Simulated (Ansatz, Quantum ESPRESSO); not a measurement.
# Lattice dynamics of AlBiTe3 (Pm-3m) in two programs, part 2 of 3

Aim: the phonon dispersion of AlBiTe3 (Pm-3m), checked by a second program.

Quantum ESPRESSO 7.5; DFT LDA, scalar-relativistic, plane waves, JTH PAW pseudopotentials.

So far. Step 2 (A probe with smearing): No gap opens on this mesh, so smearing is kept; the start stands at -3.1 GPa. Step 4 (Ground state): The cell stands at 0.021 GPa, close enough for phonons. The relaxed cell has a = 5.216 Å (conventional setting).

The structure was built from a prototype and need not be the compound's stable phase.

### 5. Linear response on the mesh

Linear response treats each wavevector in the unit cell, with no supercell; the 2×2×2 mesh fixes the range of the force constants to be had.

Input file ph.in:

```
phonons
&INPUTPH
  prefix       = 'x'
  outdir       = './tmp'
  fildyn       = 'x.dyn'
  tr2_ph       = 1.0d-18
  alpha_mix(1) = 0.4
  nmix_ph      = 8
  ldisp        = .true.
  nq1          = 2
  nq2          = 2
  nq3          = 2
/
```

The run is started by

```console
$ OMP_NUM_THREADS=1 mpirun -n 4 ph.x -nk 4 -in ph.in > ph.out
```

Output:

```text
[banners, grids, parts of the stress and lines that vanish by symmetry left out]
[banner, memory and clock lines left out]
Program PHONON v.7.5

[...]
Exchange-correlation= PW
                           (   1   4   0   0   0   0   0)
[...]
(   4 q-points):
[...]
kinetic-energy cut-off    =      40.0000  Ry
     charge density cut-off    =     200.0000  Ry
     convergence threshold     =      1.0E-18
[...]
Exchange-correlation= PW
                           (   1   4   0   0   0   0   0)
[...]
q = (   0.0000000   0.0000000   0.0000000 )
     49 Sym.Ops. (with q -> -q+G )
     G cutoff =  492.2671  (  45817 G-vectors)     FFT grid: ( 45, 45, 45)
     G cutoff =  393.8137  (  32675 G-vectors)  smooth grid: ( 40, 40, 40)
     number of k points=    20  Gaussian smearing, width (Ry)=  0.0200
[...]
Mode symmetry, O_h (m-3m)  point group:
[...]
Representation #   1 modes #   1   2   3
[...]
End of self-consistent calculation
     Convergence has been achieved
     Representation #   2 modes #   4   5   6
[...]
End of self-consistent calculation
     Convergence has been achieved
     Representation #   3 modes #   7   8   9
[...]
End of self-consistent calculation
     Convergence has been achieved
     Representation #   4 modes #  10  11  12
[...]
End of self-consistent calculation
     Convergence has been achieved
[...]
Convergence has been achieved
[...]
q = (    0.000000000   0.000000000   0.000000000 )
[...]
freq (    1) =      -2.138942 [THz] =     -71.347439 [cm-1]
     freq (    2) =      -2.138942 [THz] =     -71.347439 [cm-1]
     freq (    3) =      -2.138942 [THz] =     -71.347439 [cm-1]
     freq (    4) =      -1.932209 [THz] =     -64.451558 [cm-1]
     freq (    5) =      -1.932209 [THz] =     -64.451558 [cm-1]
     freq (    6) =      -1.932209 [THz] =     -64.451558 [cm-1]
     freq (    7) =       0.013089 [THz] =       0.436617 [cm-1]
     freq (    8) =       0.013089 [THz] =       0.436617 [cm-1]
     freq (    9) =       0.013089 [THz] =       0.436617 [cm-1]
     freq (   10) =       0.365544 [THz] =      12.193230 [cm-1]
     freq (   11) =       0.365544 [THz] =      12.193230 [cm-1]
     freq (   12) =       0.365544 [THz] =      12.193230 [cm-1]
     freq (   13) =       9.254155 [THz] =     308.685372 [cm-1]
     freq (   14) =       9.254155 [THz] =     308.685372 [cm-1]
[...]
Mode symmetry, O_h (m-3m)  point group:
     freq (   1-   3) =        -71.3  [cm-1]   --> T_1u G_15  G_4- I
     freq (   4-   6) =        -64.5  [cm-1]   --> T_2u G_25  G_5-
     freq (   7-   9) =          0.4  [cm-1]   --> T_1u G_15  G_4- I
     freq (  10-  12) =         12.2  [cm-1]   --> T_1u G_15  G_4- I
     freq (  13-  15) =        308.7  [cm-1]   --> T_1u G_15  G_4- I
[...]
Mode symmetry, D_4h(4/mmm) point group:
[...]
Representation #   1 mode #   1
[...]
Convergence has been achieved
     Representation #   2 mode #   2
[...]
Convergence has been achieved
     Representation #   3 mode #   3
[...]
Convergence has been achieved
     Representation #   4 modes #   4   5
[...]
Convergence has been achieved
     Representation #   5 modes #   6   7
[...]
Convergence has been achieved
     Representation #   6 modes #   8   9
[...]
Convergence has been achieved
     Representation #   7 mode #  10
[...]
Convergence has been achieved
[...]
Convergence has been achieved
     Representation #   9 modes #  12  13
[...]
Convergence has been achieved
[...]
q = (    0.000000000   0.000000000  -0.500000000 )
[...]
Mode symmetry, D_4h(4/mmm) point group:
     freq (   1-   1) =        -93.3  [cm-1]   --> B_1g X_2  M_2
     freq (   2-   3) =        -67.3  [cm-1]   --> E_u  X_5' M_5'
     freq (   4-   5) =        -67.2  [cm-1]   --> E_g  X_5  M_5
     freq (   6-   6) =        -60.1  [cm-1]   --> A_1g X_1  M_1
     freq (   7-   7) =        -39.5  [cm-1]   --> A_2u X_4' M_4'
     freq (   8-   9) =        -14.5  [cm-1]   --> E_u  X_5' M_5'
     freq (  10-  11) =         34.5  [cm-1]   --> E_g  X_5  M_5
     freq (  12-  12) =        159.9  [cm-1]   --> A_2u X_4' M_4'
     freq (  13-  13) =        295.4  [cm-1]   --> A_1g X_1  M_1
     freq (  14-  15) =        309.0  [cm-1]   --> E_g  X_5  M_5
[...]
Mode symmetry, D_4h(4/mmm) point group:
[...]
Representation #   8 mode #   9
[...]
Convergence has been achieved
     Representation #  11 modes #  14  15
[...]
Convergence has been achieved
[...]
q = (    0.000000000  -0.500000000  -0.500000000 )
[...]
Mode symmetry, D_4h(4/mmm) point group:
     freq (   1-   1) =       -101.0  [cm-1]   --> B_1g X_2  M_2
     freq (   2-   3) =        -80.1  [cm-1]   --> E_u  X_5' M_5'
     freq (   4-   5) =        -60.5  [cm-1]   --> E_g  X_5  M_5
     freq (   6-   6) =        -45.7  [cm-1]   --> A_2u X_4' M_4'
     freq (   7-   8) =        -25.2  [cm-1]   --> E_u  X_5' M_5'
     freq (   9-   9) =         15.6  [cm-1]   --> A_1g X_1  M_1
     freq (  10-  10) =         53.7  [cm-1]   --> B_1u X_2' M_2'
     freq (  11-  11) =        153.7  [cm-1]   --> A_2g X_4  M_4
     freq (  12-  12) =        174.2  [cm-1]   --> B_2g X_3  M_3
     freq (  13-  14) =        299.2  [cm-1]   --> E_u  X_5' M_5'
     freq (  15-  15) =        311.4  [cm-1]   --> B_1u X_2' M_2'
[...]
Mode symmetry, O_h (m-3m)  point group:
[...]
Convergence has been achieved
     Representation #   2 mode #   4
[...]
Convergence has been achieved
     Representation #   3 modes #   5   6
[...]
Convergence has been achieved
[...]
Convergence has been achieved
     Representation #   5 modes #  10  11  12
[...]
End of self-consistent calculation
     Convergence has been achieved
     Representation #   6 modes #  13  14  15
[...]
End of self-consistent calculation
     Convergence has been achieved
[...]
q = (   -0.500000000  -0.500000000  -0.500000000 )
[...]
freq (    8) =       1.344819 [THz] =      44.858319 [cm-1]
     freq (    9) =       1.344819 [THz] =      44.858319 [cm-1]
     freq (   10) =       4.548199 [THz] =     151.711602 [cm-1]
     freq (   11) =       4.548199 [THz] =     151.711602 [cm-1]
     freq (   12) =       5.418994 [THz] =     180.758197 [cm-1]
     freq (   13) =       9.205476 [THz] =     307.061629 [cm-1]
     freq (   14) =       9.205476 [THz] =     307.061629 [cm-1]
     freq (   15) =       9.205476 [THz] =     307.061629 [cm-1]
[...]
Mode symmetry, O_h (m-3m)  point group:
     freq (   1-   3) =        -86.0  [cm-1]   --> T_2u G_25  G_5-
     freq (   4-   6) =        -59.9  [cm-1]   --> T_1u G_15  G_4-
     freq (   7-   9) =         44.9  [cm-1]   --> T_1u G_15  G_4-
     freq (  10-  11) =        151.7  [cm-1]   --> E_u  G_12' G_3-
     freq (  12-  12) =        180.8  [cm-1]   --> A_2u G_2'  G_2-
     freq (  13-  15) =        307.1  [cm-1]   --> T_2g G_25' G_5+


[key lines of the parts left out:]
the Fermi energy is     7.4573 ev
```

Run time: 16 min. Hardware: 4 MPI ranks of AMD EPYC 9R45, shared host.

Numbers from this step:

```yaml
largest_acoustic_frequency_at_the_zone_centre_before_the_sum_rule: 0.44 cm⁻¹
highest_optical_zone_centre_mode_no_lo_to_term: 308.7 cm⁻¹
lowest_optical_zone_centre_mode: -71.35 cm⁻¹
lowest_mode_on_the_q_mesh_acoustic_ones_at_the_zone_centre_apart: -101.0 cm⁻¹
```

Frequencies (cm⁻¹) at each irreducible wavevector; negative means imaginary. Frequencies by wavevector:

```csv
q (fractions),star,mode 1,mode 2,mode 3,mode 4,mode 13,mode 14,mode 15
0 0 0,1,-71.35,-71.35,-71.35,-64.45,308.7,308.7,308.7
0 0 -0.5,3,-93.31,-67.32,-67.32,-67.18,295.4,308.9,308.9
0 -0.5 -0.5,3,-101,-80.07,-80.07,-60.53,299.2,299.2,311.4
-0.5 -0.5 -0.5,1,-85.98,-85.98,-85.98,-59.87,307.1,307.1,307.1
```

The acoustic modes at Γ come out as far as 0.4 cm⁻¹ from zero, where they should vanish, a small numerical error. The lowest optical mode is imaginary, 71i cm⁻¹, an instability at this level and on this k mesh.

### 6. Fourier transform to real space

The dynamical matrices of the mesh are Fourier-transformed to force constants in real space.

Input file q2r.in:

```
&INPUT
  fildyn = 'x.dyn'
  zasr   = 'simple'
  flfrc  = 'x.fc'
/
```

The run is started by

```console
$ q2r.x < q2r.in > q2r.out
```

Output:

```text
[banners, grids, parts of the stress and lines that vanish by symmetry left out]
[banner, memory and clock lines left out]
Program Q2R v.7.5

  reading grid info from file x.dyn0

  reading force constants from file x.dyn1
  Dielectric Tensor not found
  nqs=            1
 q=   0.00000000  0.00000000  0.00000000
  reading force constants from file x.dyn2
  nqs=            3
 q=   0.00000000  0.00000000 -0.50000000
[...]
reading force constants from file x.dyn3
  nqs=            3
[...]
q=  -0.50000000  0.00000000 -0.50000000
  reading force constants from file x.dyn4
  nqs=            1
 q=  -0.50000000 -0.50000000 -0.50000000

      q-space grid ok, #points =    8

      fft-check success (sum of imaginary terms < 10^-12)
```

It took 0.61 s on 1 thread.

### 7. Dispersion

From the force constants any wavevector is cheap; points of the mesh come back as solved, but for the sum rule and, in polar crystals, the LO-TO term at Γ; the rest is interpolation.

Input file matdyn.in:

```
&INPUT
  asr              = 'simple'
  flfrc            = 'x.fc'
  flfrq            = 'x.freq'
  flvec            = 'x.modes'
  q_in_band_form   = .true.
  q_in_cryst_coord = .true.
/
8
  0.0000000   0.0000000   0.0000000  12  ! GAMMA
  0.0000000   0.5000000   0.0000000  12  ! X
  0.5000000   0.5000000   0.0000000  12  ! M
  0.0000000   0.0000000   0.0000000  12  ! GAMMA
  0.5000000   0.5000000   0.5000000  12  ! R
  0.0000000   0.5000000   0.0000000   1  ! X
  0.5000000   0.5000000   0.5000000  12  ! R
  0.5000000   0.5000000   0.0000000   1  ! M
```

The run is started by

```console
$ matdyn.x -in matdyn.in > matdyn.out
```

Output:

```text
[banner, memory and clock lines left out]
Program MATDYN v.7.5

 mass for atomic type   1 not given; uses mass from file x.fc
 mass for atomic type   2 not given; uses mass from file x.fc
 mass for atomic type   3 not given; uses mass from file x.fc
     Message from routine matdyn:
     Z* not found in file x.fc, TO-LO splitting at q=0 will be absent!
     Message from routine matdyn:
     Z* not found in file x.fc, TO-LO splitting at q=0 will be absent!

Note: The following floating-point exceptions are signalling: IEEE_UNDERFLOW_FLAG
```

The job ended after 0.6 s (1 thread).

Numbers from this step:

| Property | Result |
| --- | --- |
| lowest frequency on the path | -101.0 cm⁻¹ |

Matdyn.x, sum rule simple. Phonon branches along the path, in cm⁻¹:

```csv
point,branch 1,branch 2,branch 3,branch 4,branch 12,branch 13,branch 14,branch 15
Γ,-71,-71,-71,-64,12,309,309,309
halfway,-80,-70,-70,-66,110,303,309,309
X,-93,-67,-67,-67,160,295,309,309
halfway,-95,-80,-74,-65,163,297,305,310
M,-101,-80,-80,-60,174,299,299,311
halfway,-86,-77,-73,-69,119,304,305,310
Γ,-71,-71,-71,-64,12,309,309,309
halfway,-85,-80,-80,-66,127,305,305,307
R,-86,-86,-86,-60,181,307,307,307
halfway,-91,-85,-78,-65,165,300,307,308
X,-93,-67,-67,-67,160,295,309,309
jump to R,-86,-86,-86,-60,181,307,307,307
halfway,-94,-83,-83,-62,174,303,303,310
M,-101,-80,-80,-60,174,299,299,311
```

Lowest modes at the softest wavevector of the mesh; phase exp(i q.(R + tau)). The modes at q = (0.500, 0.000, 0.500) (shares of kinetic energy by element, %) (negative means imaginary):

```csv
mode,frequency (cm⁻¹),Bi %,Al %,Te %
1,-101.0,0,0,100
2,-80.1,27,1,72
3,-80.1,27,1,72
4,-60.5,0,0,100
5,-60.5,0,0,100
6,-45.7,100,0,0
```

Displacements in mode 1 (-101.0 cm⁻¹), the largest set to 1, in the home cell:
```
Bi1  0.00  0.00  0.00
Al2  0.00  0.00  0.00
Te3 -1.00  0.00  0.00
Te4  0.00  0.00  0.00
Te5  0.00  0.00  1.00
```

Displacements in mode 4 (-60.5 cm⁻¹), the largest set to 1, in the home cell:
```
Bi1 0.00 0.00 0.00
Al2 0.00 0.00 0.00
Te3 0.00 1.00 0.00
Te4 0.00 0.00 0.00
Te5 0.00 0.00 0.00
```

Force constants by pair (phonopy on the run's constants); pairs near half the supercell's span include their periodic images. Pair force constants, by row:

```csv
atom,neighbour,distance (Å),third of the trace (eV/Å²),along the pair's line (eV/Å²)
Bi1,itself,0,-1.652,–
Bi1,Te,3.689,0.2137,0.6015
Bi1,Al,4.517,-0.0139,-0.2106
Bi1,Bi,5.216,-0.0127,-0.1137
Bi1,Te,6.389,-0.0503,-0.0549
Bi1,Bi,7.377,-0.0445,-0.099
Al2,itself,0,7.971,–
Al2,Te,2.608,-1.083,-4.46
Al2,Bi,4.517,-0.0139,-0.2106
Al2,Al,5.216,-0.4113,-0.9334
Al2,Te,5.832,-0.0279,-0.0287
Al2,Al,7.377,0.0404,0.04
Te3,itself,0,2.844,–
Te3,Al,2.608,-1.083,-4.46
Te3,Bi,3.689,0.2137,0.6015
Te3,Te,3.689,-0.1073,-0.744
Te3,Te,5.216,0.0632,0.3285
Te3,Te,5.216,-0.1647,-0.1665
Te3,Al,5.832,-0.0279,-0.0287
Te3,Te,6.389,-0.0812,-0.1028
Te3,Bi,6.389,-0.0503,-0.0549
Te4,itself,0,2.844,–
Te4,Al,2.608,-1.083,-4.46
Te4,Bi,3.689,0.2137,0.6015
Te4,Te,3.689,-0.1073,-0.744
Te4,Te,5.216,0.0632,0.3285
Te4,Te,5.216,-0.1647,-0.1665
Te4,Al,5.832,-0.0279,-0.0287
Te4,Te,6.389,-0.0812,-0.1028
Te4,Bi,6.389,-0.0503,-0.0549
```

Mode patterns, pair constants, displacements and means over the zone were worked out by phonopy from the force constants of q2r.x.

The path dips to 101i cm⁻¹.

### 8. Density of states

Sums over the zone need many more wavevectors than were solved, so the interpolation is sampled on a dense mesh.

Input file matdyn.in:

```
&INPUT
  asr    = 'simple'
  flfrc  = 'x.fc'
  dos    = .true.
  fldos  = 'x.dos'
  nk1    = 9
  nk2    = 9
  nk3    = 9
  deltaE = 1.0
/
```

The run is started by

```console
$ matdyn.x -in matdyn.in > matdyn.out
```

Output:

```text
[banner, memory and clock lines left out]
Program MATDYN v.7.5

 mass for atomic type   1 not given; uses mass from file x.fc
 mass for atomic type   2 not given; uses mass from file x.fc
 mass for atomic type   3 not given; uses mass from file x.fc
     Message from routine matdyn:
     Z* not found in file x.fc, TO-LO splitting at q=0 will be absent!

Note: The following floating-point exceptions are signalling: IEEE_UNDERFLOW_FLAG
```

Run time: 3.5 s. Hardware: 1 thread.

This step gave:

| Quantity | Value |
| --- | --- |
| share of modes beyond 3i cm⁻¹ on the dense interpolated mesh | 0.5219 |

The phonon density of states has structure finer than the step of the table below, so its rows give means over 20 cm⁻¹, whole bins alone (the curve runs from -100 to 312 cm⁻¹). Peaks (cm⁻¹: height): total -92.2: 0.0996, -80.2: 0.207, -64.2: 0.371, 309.8: 0.436; Al 309.8: 0.332; Bi -70.2: 0.0341, -62.2: 0.103, -46.2: 0.0506, -22.2: 0.0387; Te -92.2: 0.0994, -80.2: 0.176, -64.2: 0.271, 309.8: 0.104.

Tetrahedra. Table of phonon density of states by wavenumber; means over each step; values in 1/cm⁻¹/cell:

```csv
wavenumber (cm⁻¹),total,Al,Bi,Te
-80,0.117,4.6e-4,0.0160,0.101
-60,0.129,4.0e-4,0.0446,0.0837
-40,0.0440,6.6e-5,0.0295,0.0145
-20,0.0641,1.8e-4,0.0333,0.0305
0,0.0323,5.0e-5,0.0142,0.0181
20,0.0291,6.0e-4,0.00925,0.0193
40,0.0251,0.00319,0.00344,0.0185
60,0.0233,0.00544,3.6e-5,0.0178
80,0.0151,0.00316,2.2e-5,0.0119
100,0.0180,0.00321,2.0e-5,0.0148
120,0.0185,0.00249,1.7e-5,0.0160
140,0.0267,0.00197,1.5e-5,0.0247
160,0.0274,9.7e-4,2.0e-5,0.0264
180,0.00387,8.9e-5,4.5e-7,0.00378
200,0,0,0,0
220,0,0,0,0
240,0,0,0,0
260,0,0,0,0
280,0,0,0,0
300,0.136,0.117,2.8e-5,0.0194
```

### 9. Zone-centre analysis

A rigid shift of the crystal must cost nothing, but grids and finite bases break this; the acoustic sum rule is imposed before the matrix is diagonalised again.

Input file dynmat.in:

```
&INPUT
  fildyn = 'x.dyn1'
  asr    = 'simple'
  fileig = 'dynmat.eig'
/
```

The run is started by

```console
$ dynmat.x -in dynmat.in > dynmat.out
```

Output:

```text
[banner, memory and clock lines left out]
Program DYNMAT v.7.5

     Reading Dynamical Matrix from file x.dyn1
     ...Force constants read
     ...epsilon and Z* not read (not found on file)
     A direction for q was not specified:TO-LO splitting will be absent

     Polarizability (A^3 units)
     multiply by 1.000000 for Clausius-Mossotti correction
         0.000000    0.000000    0.000000
         0.000000    0.000000    0.000000
         0.000000    0.000000    0.000000

     IR activities are in (D/A)^2/amu units

# mode   [cm-1]    [THz]      IR
    1    -71.35   -2.1390    0.0000
    2    -71.35   -2.1390    0.0000
    3    -71.35   -2.1390    0.0000
    4    -64.45   -1.9322    0.0000
    5    -64.45   -1.9322    0.0000
    6    -64.45   -1.9322    0.0000
    7     -0.00   -0.0000    0.0000
    8     -0.00   -0.0000    0.0000
    9     -0.00   -0.0000    0.0000
   10     12.18    0.3651    0.0000
   11     12.18    0.3651    0.0000
   12     12.18    0.3651    0.0000
   13    308.68    9.2541    0.0000
   14    308.68    9.2541    0.0000
   15    308.68    9.2541    0.0000

[end of the log left out, with the tail of the file of modes that dynmat.x writes under the same name]
```

Run time: 0.59 s. Hardware: 1 thread.

Unit eigenvectors of the mass-weighted matrix after the sum rule; no LO-TO term. The modes at Γ (shares of kinetic energy by element, %) (negative means imaginary):

```csv
mode,frequency (cm⁻¹),Bi %,Al %,Te %
1,-71.4,48,1,51
2,-71.4,48,1,51
3,-71.4,48,1,51
4,-64.4,0,0,100
5,-64.4,0,0,100
6,-64.4,0,0,100
7,0.0,34,4,62
8,0.0,34,4,62
9,0.0,34,4,62
10,12.2,18,22,60
11,12.2,18,22,60
12,12.2,18,22,60
13,308.7,0,72,28
14,308.7,0,72,28
15,308.7,0,72,28
```

Displacements in mode 1 (-71.4 cm⁻¹), the largest set to 1:
```
Bi1  0.00  0.00  1.00
Al2  0.00  0.00  0.46
Te3  0.00  0.00  0.12
Te4  0.00  0.00 -0.93
Te5  0.00  0.00 -0.93
```

Displacements in mode 13 (308.7 cm⁻¹), the largest set to 1:
```
Bi1  0.00  0.00  0.00
Al2  0.00  0.00  1.00
Te3  0.00  0.00 -0.28
Te4  0.00  0.00  0.03
Te5  0.00  0.00  0.03
```

The rule moves no optical mode by more than 0.1 cm⁻¹.

### 10. Sum rules set otherwise: a sum rule for molecules or wires on a crystal

This rule also removes rotations, which suits wires and not a crystal; it is tried to see the harm.

Input file dynmat.in:

```
&INPUT
  fildyn = 'x.dyn1'
  asr    = 'one-dim'
  fileig = 'dynmat.eig'
/
```

The run is started by

```console
$ dynmat.x -in dynmat.in > dynmat.out
```

Output:

```text
[banner, memory and clock lines left out]
Program DYNMAT v.7.5

     Reading Dynamical Matrix from file x.dyn1
     ...Force constants read
     ...epsilon and Z* not read (not found on file)
asr rotation axis in 1D system=    3
     Acoustic Sum Rule: || Z*(ASR) - Z*(orig)|| =    0.000000E+00
     Acoustic Sum Rule: ||dyn(ASR) - dyn(orig)||=    6.779458E-02
     A direction for q was not specified:TO-LO splitting will be absent

     Polarizability (A^3 units)
     multiply by 1.000000 for Clausius-Mossotti correction
         0.000000    0.000000    0.000000
         0.000000    0.000000    0.000000
         0.000000    0.000000    0.000000

     IR activities are in (D/A)^2/amu units

# mode   [cm-1]    [THz]      IR
    1    -74.00   -2.2184    0.0000
    2    -71.35   -2.1389    0.0000
    3    -71.35   -2.1389    0.0000
    4    -64.45   -1.9322    0.0000
    5    -64.45   -1.9322    0.0000
    6    -51.29   -1.5376    0.0000
    7     -0.00   -0.0000    0.0000
    8      0.00    0.0000    0.0000
    9      0.00    0.0000    0.0000
   10      0.00    0.0000    0.0000
   11     12.19    0.3654    0.0000
   12     12.19    0.3654    0.0000
   13    308.69    9.2542    0.0000
   14    308.69    9.2542    0.0000
   15    317.01    9.5038    0.0000

[end of the log left out, with the tail of the file of modes that dynmat.x writes under the same name]
```

Run time: 0.6 s. Hardware: 1 thread.

The run ended normally, but on settings that are not sound.

The fault: a sum rule for molecules or wires on a crystal; 1 optical mode is projected out to zero frequency, as if it were a rotation.

For a crystal the rule has to be 'simple' or 'crystal'.

Zone-centre frequencies as printed; negative means imaginary. Modes:

```csv
mode,frequency (cm⁻¹)
1,-74
2,-71.35
3,-71.35
4,-64.45
5,-64.45
6,-51.29
7,0
8,0
9,0
10,0
11,12.19
12,12.19
13,308.7
14,308.7
15,317
```

### 11. Sum rules set otherwise (asr no)

Without the rule the raw error of the acoustic modes shows.

Input file dynmat.in:

```
&INPUT
  fildyn = 'x.dyn1'
  asr    = 'no'
  fileig = 'dynmat.eig'
/
```

The run is started by

```console
$ dynmat.x -in dynmat.in > dynmat.out
```

Output:

```text
[banner, memory and clock lines left out]
Program DYNMAT v.7.5

     Reading Dynamical Matrix from file x.dyn1
     ...Force constants read
     ...epsilon and Z* not read (not found on file)
     A direction for q was not specified:TO-LO splitting will be absent

     Polarizability (A^3 units)
     multiply by 1.000000 for Clausius-Mossotti correction
         0.000000    0.000000    0.000000
         0.000000    0.000000    0.000000
         0.000000    0.000000    0.000000

     IR activities are in (D/A)^2/amu units

# mode   [cm-1]    [THz]      IR
    1    -71.35   -2.1389    0.0000
    2    -71.35   -2.1389    0.0000
    3    -71.35   -2.1389    0.0000
    4    -64.45   -1.9322    0.0000
    5    -64.45   -1.9322    0.0000
    6    -64.45   -1.9322    0.0000
    7      0.44    0.0131    0.0000
    8      0.44    0.0131    0.0000
    9      0.44    0.0131    0.0000
   10     12.19    0.3655    0.0000
   11     12.19    0.3655    0.0000
   12     12.19    0.3655    0.0000
   13    308.69    9.2542    0.0000
   14    308.69    9.2542    0.0000
   15    308.69    9.2542    0.0000

[end of the log left out, with the tail of the file of modes that dynmat.x writes under the same name]
```

The job ended after 0.58 s (1 thread).

Zone-centre frequencies as printed; negative means imaginary. Modes:

```csv
mode,frequency (cm⁻¹)
1,-71.35
2,-71.35
3,-71.35
4,-64.45
5,-64.45
6,-64.45
7,0.44
8,0.44
9,0.44
10,12.19
11,12.19
12,12.19
13,308.7
14,308.7
15,308.7
```

Against the first rule no mode moves by more than 0.5 cm⁻¹.

[end of part 2 of 3]

[Host names and launcher messages were left out of these logs when they were recorded.]

[Logs are printed without paths, hosts, clocks, repeated set-up lines and the standing remarks that a program may print on its own settings, such as how far it seeks lower states.]

[Hosts, paths, dates, database ids (printed as entryN), source tags and the programs' standing remarks are cut or masked in the printed files.]
